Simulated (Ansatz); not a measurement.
# Pt wire along [111], 19 atoms a period: bands along the axis

Wanted: the relaxed geometry and the bands of the Pt wire along [111], 19 atoms a period.

Method: DFT PBE, plane waves, PAW; relaxation of a wire's period; PAW set soft_1, in the first sound run; inputs show where later runs differ, in Ansatz 0.2.0.

## (1) Set-up

The cell holds 19 atoms: 19 Pt. Cell: a = 12.414 Å, b = 13.283 Å, c = 6.876 Å, α = 90.0°, β = 90.0°, γ = 90.0°. Vacuum lies along a and b. The structure's axis is c.

## (2) The relaxed wire

Band widths follow the bond lengths, so the wire is relaxed first. The atoms and the third cell vector are free; the box across stays fixed as vacuum. A Fermi-Dirac smearing is set since the result may be a metal. The pressure printed is a third of the stress's trace over the whole box, vacuum included; only the stress along the axis is relaxed.

Input file input.yaml:

```yaml
crystal:
  lattice:
    - [12.414, 0.0, 0.0]
    - [0.0, 13.283, 0.0]
    - [0.0, 0.0, 6.876241706]
  atoms:
    - { symbol: Pt, position: [0.386950778, 0.316974543, 0.0] }
    - { symbol: Pt, position: [0.500017232, 0.499999355, 0.0] }
    - { symbol: Pt, position: [0.613083686, 0.316974543, 0.0] }
    - { symbol: Pt, position: [0.72615014, 0.499999355, 0.0] }
    - { symbol: Pt, position: [0.273884324, 0.622015895, 0.333333333] }
    - { symbol: Pt, position: [0.386950778, 0.438991084, 0.333333333] }
    - { symbol: Pt, position: [0.500017232, 0.622015895, 0.333333333] }
    - { symbol: Pt, position: [0.500017232, 0.255966273, 0.333333333] }
    - { symbol: Pt, position: [0.613083686, 0.438991084, 0.333333333] }
    - { symbol: Pt, position: [0.72615014, 0.622015895, 0.333333333] }
    - { symbol: Pt, position: [0.273884324, 0.377982814, 0.666666667] }
    - { symbol: Pt, position: [0.386950778, 0.561007625, 0.666666667] }
    - { symbol: Pt, position: [0.500017232, 0.377982814, 0.666666667] }
    - { symbol: Pt, position: [0.500017232, 0.744032436, 0.666666667] }
    - { symbol: Pt, position: [0.613083686, 0.561007625, 0.666666667] }
    - { symbol: Pt, position: [0.72615014, 0.377982814, 0.666666667] }
    - { symbol: Pt, position: [0.273884324, 0.499999355, 0.0] }
    - { symbol: Pt, position: [0.386950778, 0.683024166, 0.0] }
    - { symbol: Pt, position: [0.613083686, 0.683024166, 0.0] }
kpoints:
  mp_grid: { grid: [1, 1, 12] }
scf:
  occupations: { method: fermi_dirac, width: 0.05 }
hamiltonian:
  xc: pbe
  pseudopotentials: { kind: paw, azcp: { folder: soft_1 } }
relax:
  cell: { fix: [a, b, alpha, beta, gamma] }
  max_steps: 45
  f_tol: 0.03
```

Started as:

```sh
> ansatz run input.yaml --threads 4 --pin off --max-ram 16384MiB --backend cpu --events-out ev --progress --plain --runs-dir out
```

Numbers of over 12 decimals in the logs are rounded to 6 here.

Output:

```text
Engine: ansatz 0.2.0, aarch64-unknown-linux-gnu
Pseudopotentials: kind: paw
Pseudopotential: Pt, paw, valence charge 18, recommended cutoff 420 eV (normal), soft_1/Pt.paw.azcp
Functional definition: PBE
  parameter kappa = 0.804
  parameter beta = 0.066725
  exchange = pbe_x(kappa = kappa, mu = beta*pi^2/3)
  correlation = pbe_c(beta = beta)
Crystal: 19 atoms, lattice volume = 1133.859 Å³
Basis set: ecut = 420 eV, 22159 PW (Γ), exchange–correlation on 180×180×96 points (8 copies of the dense FFT grid, shifted against one another)
Bands: 206, of which v1, the nominal top of the filled ones, is band 171 counted from 1 (170 counted from 0)
Symmetry: 4 space group operations
Space group: P2/m (ITA 10), of the structure as read, at distance tolerance 1.0e-4 Å
k-points: 7 of 12
Non-local potential: Pt, projectors of the file, l = 0: 3, l = 1: 2, l = 2: 2, l = 3: 1
PAW form: soft (Blöchl's): semilocal exchange-correlation on the pseudo side does not see the compensation charge
PAW one-centre angular grid: Pt, 590 points (default); XC on 64 Gauss nodes
Initial density: superposition of atomic densities (neutral atoms: chi_scale 0, normalization atom)
Initial wavefunctions: pseudopotential atomic-orbital guess
Functional: x = pbe(κ = 0.804, μ = 0.219515), c = pbe(β = 0.066725)
SCF iter   1: F=—  HF=-237953.015441 eV  |F-HF|=—  |Δ(HF+E_count)|=         —  Δρ=4.15e-2  dr2=2.19e1  ethr=3.10e-3  ⟨swp⟩=6.3  Hψ=5163  notcnv=0  defer=78
preconditioner: auto → LDOS  [metal: Δε(μ)=0.034 eV  Ē_g=5.501 eV  σ=0.050 eV  W_gap=0.17  n_scr=212 (ndim 8)  ℏωp=15.2 eV  f_vac=0.610  D(μ)=39.14/eV (n_scr^D=294)  β→1.0]
SCF iter   2: F=—  HF=-237952.931399 eV  |F-HF|=—  |Δ(HF+E_count)|=   8.40e-2  Δρ=3.38e-2  dr2=2.50e1  ethr=3.10e-3  ⟨swp⟩=3.0  Hψ=3753  notcnv=0  defer=112
SCF iter   3: F=—  HF=-237947.592797 eV  |F-HF|=—  |Δ(HF+E_count)|=    5.34e0  Δρ=1.05e-2  dr2=2.64e0  ethr=3.10e-3  ⟨swp⟩=2.1  Hψ=2833  notcnv=0  defer=115
SCF iter   4: F=—  HF=-237947.449788 eV  |F-HF|=—  |Δ(HF+E_count)|=   1.43e-1  Δρ=4.86e-3  dr2=1.23e0  ethr=7.71e-4  ⟨swp⟩=2.0  Hψ=2425  notcnv=0  defer=115
SCF iter   5: F=—  HF=-237947.392725 eV  |F-HF|=—  |Δ(HF+E_count)|=   5.71e-2  Δρ=3.85e-3  dr2=3.67e-1  ethr=3.59e-4  ⟨swp⟩=2.0  Hψ=2081  notcnv=0  defer=115
SCF iter   6: F=—  HF=-237947.373870 eV  |F-HF|=—  |Δ(HF+E_count)|=   1.89e-2  Δρ=1.95e-3  dr2=1.03e-1  ethr=1.07e-4  ⟨swp⟩=1.9  Hψ=1357  notcnv=0  defer=115
SCF iter   7: F=—  HF=-237947.371706 eV  |F-HF|=—  |Δ(HF+E_count)|=   2.16e-3  Δρ=1.35e-3  dr2=4.39e-2  ethr=3.01e-5  ⟨swp⟩=1.4  Hψ=1331  notcnv=0  defer=115
SCF iter   8: F=—  HF=-237947.370956 eV  |F-HF|=—  |Δ(HF+E_count)|=   7.50e-4  Δρ=7.50e-4  dr2=1.31e-2  ethr=1.28e-5  ⟨swp⟩=1.9  Hψ=1488  notcnv=0  defer=115
SCF iter   9: F=—  HF=-237947.369944 eV  |F-HF|=—  |Δ(HF+E_count)|=   1.01e-3  Δρ=4.65e-4  dr2=4.75e-3  ethr=3.84e-6  ⟨swp⟩=2.0  Hψ=1635  notcnv=0  defer=115
SCF iter  10: F=—  HF=-237947.369748 eV  |F-HF|=—  |Δ(HF+E_count)|=   1.96e-4  Δρ=2.18e-4  dr2=1.06e-3  ethr=1.39e-6  ⟨swp⟩=2.0  Hψ=1512  notcnv=0  defer=115
SCF iter  11: F=—  HF=-237947.369741 eV  |F-HF|=—  |Δ(HF+E_count)|=   6.46e-6  Δρ=8.86e-5  dr2=1.64e-4  ethr=3.09e-7  ⟨swp⟩=2.0  Hψ=1701  notcnv=0  defer=115
SCF iter  12: F=—  HF=-237947.369727 eV  |F-HF|=—  |Δ(HF+E_count)|=   1.44e-5  Δρ=3.12e-5  dr2=2.49e-5  ethr=4.79e-8  ⟨swp⟩=2.0  Hψ=2005  notcnv=0  defer=115
SCF iter  13: F=—  HF=-237947.370236 eV  |F-HF|=—  |Δ(HF+E_count)|=   5.09e-4  Δρ=1.55e-5  dr2=5.84e-6  ethr=7.27e-9  ⟨swp⟩=2.0  Hψ=2132  notcnv=0  defer=115
SCF iter  14: F=—  HF=-237947.370236 eV  |F-HF|=—  |Δ(HF+E_count)|=   3.53e-7  Δρ=5.05e-6  dr2=5.87e-7  ethr=1.71e-9  ⟨swp⟩=2.0  Hψ=2001  notcnv=0  defer=115
SCF iter  15: F=—  HF=-237947.370236 eV  |F-HF|=—  |Δ(HF+E_count)|=   3.64e-8  Δρ=2.27e-6  dr2=1.11e-7  ethr=1.72e-10  ⟨swp⟩=2.0  Hψ=1974  notcnv=0  defer=115
SCF iter  16: F=-237947.370236 eV  HF=-237947.370236 eV  |F-HF|=1.66e-8  |Δ(HF+E_count)|=   2.62e-8  Δρ=1.15e-6  dr2=2.67e-8  ethr=2.92e-11  ⟨swp⟩=4.0  Hψ=3974  notcnv=0
SCF 1 converged in 16 iterations: F = -237947.370236 eV  dr2 = 2.67e-8
  greatest PAW one-centre occupation: 1.000 electrons in one spin orbital (limit 2), on the Pt atom at site 1 (counted from 0), in its partial waves of l = 0
relax step   1: F+E_penalty+E_count = -237947.37023624 eV  Δ(F+E_penalty+E_count) = +0.000e0 eV  max|allowed force component| = 2.075e0 eV/Å  Δτ_max = 0.0000 Å  P = -4.043 GPa  Ω = 1133.859 Å³  fix = [a, b, alpha, beta, gamma]  reactions: a -3.171, b -3.228 GPa; alpha +0.009 GPa/rad  (16 SCF iters, dr2 threshold 1.00e-7 eV, accepted)
Crystal: 19 atoms, lattice volume = 1097.675 Å³
Basis set: ecut = 420 eV, 21479 PW (Γ), exchange–correlation on 180×180×96 points (8 copies of the dense FFT grid, shifted against one another)
Initial density: handed on by an earlier stage of this run
Initial wavefunctions: those handed on with the density
iter 1 solved again at ethr=1.41e-3 eV; its pass at ethr=3.10e-3 eV (dr2=4.83e0 eV) is discarded
SCF iter   1: F=—  HF=-237950.699394 eV  |F-HF|=—  |Δ(HF+E_count)|=         —  Δρ=1.75e-2  dr2=4.82e0  ethr=1.41e-3  ⟨swp⟩=2.7  Hψ=6754  notcnv=0
preconditioner: auto → LDOS  [metal: Δε(μ)=0.022 eV  Ē_g=5.981 eV  σ=0.050 eV  W_gap=0.11  n_scr=216 (ndim 8)  ℏωp=15.4 eV  f_vac=0.627  D(μ)=37.24/eV (n_scr^D=294)  β→1.0]
SCF iter   2: F=—  HF=-237950.341283 eV  |F-HF|=—  |Δ(HF+E_count)|=   3.58e-1  Δρ=8.46e-3  dr2=9.44e-1  ethr=1.41e-3  ⟨swp⟩=2.4  Hψ=2279  notcnv=0  defer=2
SCF iter   3: F=—  HF=-237950.288517 eV  |F-HF|=—  |Δ(HF+E_count)|=   5.28e-2  Δρ=6.04e-3  dr2=6.25e-1  ethr=2.76e-4  ⟨swp⟩=2.3  Hψ=2169  notcnv=0  defer=29
SCF iter   4: F=—  HF=-237950.225431 eV  |F-HF|=—  |Δ(HF+E_count)|=   6.31e-2  Δρ=2.42e-3  dr2=1.65e-1  ethr=1.83e-4  ⟨swp⟩=2.0  Hψ=1636  notcnv=0  defer=116
SCF iter   5: F=—  HF=-237950.216590 eV  |F-HF|=—  |Δ(HF+E_count)|=   8.84e-3  Δρ=9.18e-4  dr2=2.05e-2  ethr=4.82e-5  ⟨swp⟩=1.4  Hψ=1430  notcnv=0  defer=116
SCF iter   6: F=—  HF=-237950.216505 eV  |F-HF|=—  |Δ(HF+E_count)|=   8.52e-5  Δρ=4.04e-4  dr2=5.39e-3  ethr=5.98e-6  ⟨swp⟩=2.0  Hψ=1803  notcnv=0  defer=116
SCF iter   7: F=—  HF=-237950.216418 eV  |F-HF|=—  |Δ(HF+E_count)|=   8.67e-5  Δρ=1.45e-4  dr2=5.11e-4  ethr=1.58e-6  ⟨swp⟩=2.4  Hψ=1875  notcnv=0  defer=116
SCF iter   8: F=—  HF=-237950.216951 eV  |F-HF|=—  |Δ(HF+E_count)|=   5.33e-4  Δρ=5.55e-5  dr2=8.78e-5  ethr=1.49e-7  ⟨swp⟩=2.0  Hψ=1993  notcnv=0  defer=117
SCF iter   9: F=—  HF=-237950.216950 eV  |F-HF|=—  |Δ(HF+E_count)|=   1.07e-6  Δρ=2.74e-5  dr2=1.47e-5  ethr=2.57e-8  ⟨swp⟩=2.1  Hψ=1983  notcnv=0  defer=117
[...]
relax step   5: F+E_penalty+E_count = -237950.42344910 eV  Δ(F+E_penalty+E_count) = -9.445e-4 eV  max|allowed force component| = 1.907e-2 eV/Å  Δτ_max = 0.0056 Å  P = +0.040 GPa  Ω = 1102.399 Å³  energy of the carried Pulay correction = +3.589e-3 eV  fix = [a, b, alpha, beta, gamma]  reactions: a +0.032, b +0.026 GPa; alpha -0.001 GPa/rad  (10 SCF iters, dr2 threshold 1.16e-7 eV, accepted)
[...]
relax step   6: F+E_penalty+E_count = -237950.42357739 eV  Δ(F+E_penalty+E_count) = -1.283e-4 eV  max|allowed force component| = 6.220e-3 eV/Å  Δτ_max = 0.0016 Å  P = -0.000 GPa  Ω = 1102.842 Å³  energy of the carried Pulay correction = +3.538e-3 eV  fix = [a, b, alpha, beta, gamma]  reactions: a -0.002, b -0.008 GPa; alpha -0.000 GPa/rad  (9 SCF iters, dr2 threshold 9.30e-9 eV, accepted)
Basis set: ecut = 420 eV, 21559 PW (Γ), exchange–correlation on 180×180×90 points (8 copies of the dense FFT grid, shifted against one another)
Initial wavefunctions: pseudopotential atomic-orbital guess (no wavefunctions were taken with the density)
iter 1 solved again at ethr=1.90e-6 eV; its pass at ethr=3.10e-3 eV (dr2=6.49e-3 eV) is discarded
SCF iter   1: F=—  HF=-237950.417714 eV  |F-HF|=—  |Δ(HF+E_count)|=         —  Δρ=6.10e-5  dr2=7.23e-6  ethr=1.90e-6  ⟨swp⟩=5.3  Hψ=9902  notcnv=0
eigensolver tolerance schedule: the retry pair's looser diagonalisation over-reported the residual by 896.21 of it (diagonalisation noise at 1.22 of the residual, at the tolerance the schedule requests for it); recorded, not acted on — ethr = c·dr2/N_el stays at c = 1.0e-1
preconditioner: auto → LDOS  [metal: Δε(μ)=0.008 eV  Ē_g=6.053 eV  σ=0.050 eV  W_gap=0.04  n_scr=216 (ndim 8)  ℏωp=15.4 eV  f_vac=0.626  D(μ)=46.05/eV (n_scr^D=384)  β→1.0]
SCF iter   2: F=—  HF=-237950.418065 eV  |F-HF|=—  |Δ(HF+E_count)|=   3.50e-4  Δρ=1.89e-5  dr2=2.47e-6  ethr=2.11e-9  ⟨swp⟩=3.4  Hψ=3569  notcnv=0
SCF iter   3: F=—  HF=-237950.418064 eV  |F-HF|=—  |Δ(HF+E_count)|=   7.67e-7  Δρ=5.73e-6  dr2=4.10e-7  ethr=7.21e-10  ⟨swp⟩=2.6  Hψ=2572  notcnv=0
SCF iter   4: F=—  HF=-237950.418064 eV  |F-HF|=—  |Δ(HF+E_count)|=   8.86e-8  Δρ=1.60e-6  dr2=3.71e-8  ethr=1.20e-10  ⟨swp⟩=3.0  Hψ=2714  notcnv=0
SCF iter   5: F=—  HF=-237950.418064 eV  |F-HF|=—  |Δ(HF+E_count)|=   3.84e-9  Δρ=5.01e-7  dr2=3.68e-9  ethr=1.09e-11  ⟨swp⟩=2.1  Hψ=2314  notcnv=0
SCF iter   6: F=—  HF=-237950.418064 eV  |F-HF|=—  |Δ(HF+E_count)|=  4.37e-10  Δρ=2.61e-7  dr2=1.49e-9  ethr=1.08e-12  ⟨swp⟩=2.0  Hψ=2092  notcnv=0
SCF iter   7: F=—  HF=-237950.418064 eV  |F-HF|=—  |Δ(HF+E_count)|=    0.00e0  Δρ=1.52e-7  dr2=7.49e-10  ethr=1.00e-12  ⟨swp⟩=1.0  Hψ=1442  notcnv=0
SCF iter   8: F=-237950.418064 eV  HF=-237950.418064 eV  |F-HF|=1.75e-10  |Δ(HF+E_count)|=  5.82e-11  Δρ=7.47e-8  dr2=1.63e-10  ethr=1.00e-12  ⟨swp⟩=3.1  Hψ=4801  notcnv=0
SCF 7 converged in 8 iterations: F = -237950.418064 eV  dr2 = 1.63e-10
relax step   7: F+E_penalty+E_count = -237950.41806394 eV  Δ(F+E_penalty+E_count) = +5.513e-3 eV  max|allowed force component| = 6.543e-3 eV/Å  Δτ_max = 0.0000 Å  P = +0.008 GPa  Ω = 1102.842 Å³  fix = [a, b, alpha, beta, gamma]  reactions: a +0.004, b -0.002 GPa; alpha -0.000 GPa/rad  stress off target by 2.18e-2 GPa on what of the cell is left free  SCF on the basis re-selected at this cell (its energy is not comparable with the rows above)  (8 SCF iters)
basis re-selected at this cell: Δ(F+E_penalty+E_count) = +5.513e-3 eV, ΔP = +0.008 GPa vs the last step (what re-selecting the basis moved, of the pressure what is left beyond the Pulay correction that the steps carried, after the strain that the cell walked since its last selection, with what the two solves' SCF thresholds leave and, on support functions, any second-order correction that the steps lacked; it is no measure of the basis error at this ecutwfc). The dense FFT grid was sized anew with the basis: this SCF ran on 90×90×45 points, the steps before it on 90×90×48, so part of this shift can come from that change (see relax.cell in the input reference). [rest of the remark cut]
SCF converged after 8 iterations
Free energy (F): -237950.418064 eV
Harris-Foulkes:  -237950.418064 eV  (|F-HF|=1.75e-10)
Internal energy: -237950.055435 eV  (E = F + TS)
E sigma→0 (E₀):  -237950.236750 eV
Entropy (-TS):   -0.362628 eV (-19.086 meV/atom)
Fermi energy:    2.256160 eV
--- Per-component energies (eV) ---
  E_band       = -9461.758315
  E_kinetic    = 11337.120280
  E_local      = -198657.074247  (includes V_loc(G=0)·N_el)
  E_nonlocal   = 3884.050618
  E_hartree    = 92572.564972
  E_xc         = -4390.496972
  E_vxc        = -5121.655774  (∫ρ·V_xc dr)
  E_paw        = -180201.335316  (= ΣΔE_a)
  E_vpaw       = -6049.354153  (= ΣTr[D̂ρ^β])
  E_aug_tail   = 0.021162  (compensation charges beyond the density's cutoff)
  E_ewald      = 37505.094067
  E_smearing   = -0.362628  (= −TS)
  E_closure    = -0.000000  (closes the sum)
  Σ components = -237950.418064   (vs F -237950.418064, Δ=0.00e0)
--- Forces (eV/Å), atoms counted from 1 ---
  atom   1  Pt    -0.00003641     0.00148882    -0.00129251
  atom   2  Pt    -0.00000000     0.00000000     0.00000000
  atom   3  Pt     0.00003641     0.00148882    -0.00129251
  atom   4  Pt     0.00654263     0.00000000    -0.00000000
  atom   5  Pt    -0.00136334    -0.00054685    -0.00000843
  atom   6  Pt     0.00022122    -0.00012144    -0.00034121
  atom   7  Pt    -0.00000000     0.00190766     0.00199754
  atom   8  Pt    -0.00000000     0.00000086     0.00052135
  atom   9  Pt    -0.00022122    -0.00012144    -0.00034121
  atom  10  Pt     0.00136334    -0.00054685    -0.00000843
  atom  11  Pt    -0.00136334     0.00054685     0.00000843
  atom  12  Pt     0.00022122     0.00012144     0.00034121
  atom  13  Pt     0.00000000    -0.00190766    -0.00199754
  atom  14  Pt     0.00000000    -0.00000086    -0.00052135
  atom  15  Pt    -0.00022122     0.00012144     0.00034121
  atom  16  Pt     0.00136334     0.00054685     0.00000843
  atom  17  Pt    -0.00654263    -0.00000000     0.00000000
  atom  18  Pt    -0.00003641    -0.00148882     0.00129251
  atom  19  Pt     0.00003641    -0.00148882     0.00129251
  max |Σ_I F_I| component: 4.34e-19 eV/Å
--- Stress (GPa, compression-positive) ---
        0.003988      -0.000000      -0.000000
       -0.000000      -0.001947       0.000476
       -0.000000       0.000476       0.021808
  P = ⅓ Tr σ = 0.0079 GPa (0.079 kbar)
--- Relaxed structure (6 steps of the walk, 6 accepted, 1 SCFs on fresh bases) ---
  F+E_penalty+E_count = -237950.41806394 eV   max|allowed force component| = 6.543e-3 eV/Å   (the final SCF, on the basis selected at the relaxed cell)
  cell:  # Å, volume = 1102.8423 Å³
    - [12.414, 0, 0]
    - [0, 13.283, 0]
    - [0, 0, 6.688142]
  atoms:
    - { symbol: Pt, position: [0.389413, 0.321197, -0.000305924] }
    - { symbol: Pt, position: [0.500017, 0.500000, 0] }
    - { symbol: Pt, position: [0.610622, 0.321197, -0.000305924] }
    - { symbol: Pt, position: [0.721792, 0.500000, -8.235891569536968e-19] }
    - { symbol: Pt, position: [0.288233, 0.613982, 0.315139] }
    - { symbol: Pt, position: [0.376639, 0.433544, 0.340883] }
    - { symbol: Pt, position: [0.500017, 0.632800, 0.341390] }
    - { symbol: Pt, position: [0.500017, 0.271896, 0.314808] }
    - { symbol: Pt, position: [0.623395, 0.433544, 0.340883] }
    - { symbol: Pt, position: [0.711802, 0.613982, 0.315139] }
    - { symbol: Pt, position: [0.288233, 0.386018, 0.684861] }
    - { symbol: Pt, position: [0.376639, 0.566456, 0.659117] }
    - { symbol: Pt, position: [0.500017, 0.367200, 0.658610] }
    - { symbol: Pt, position: [0.500017, 0.728104, 0.685192] }
    - { symbol: Pt, position: [0.623395, 0.566456, 0.659117] }
    - { symbol: Pt, position: [0.711802, 0.386018, 0.684861] }
    - { symbol: Pt, position: [0.278243, 0.500000, 9.235874496031195e-19] }
    - { symbol: Pt, position: [0.389413, 0.678803, 0.000305924] }
    - { symbol: Pt, position: [0.610622, 0.678803, 0.000305924] }
```

Wall time 3.5 min (4 threads of Arm Neoverse V2, shared host); peak memory 4.1 GiB; 14 min of CPU time.

(Part 1 of 2 ends here.)

[Logs are printed without paths, hosts, clocks, repeated set-up lines and the standing remarks that a program may print on its own settings, such as how far it seeks lower states.]

[Hosts, paths, dates, database ids (printed as entryN), source tags and the programs' standing remarks are cut or masked in the printed files.]
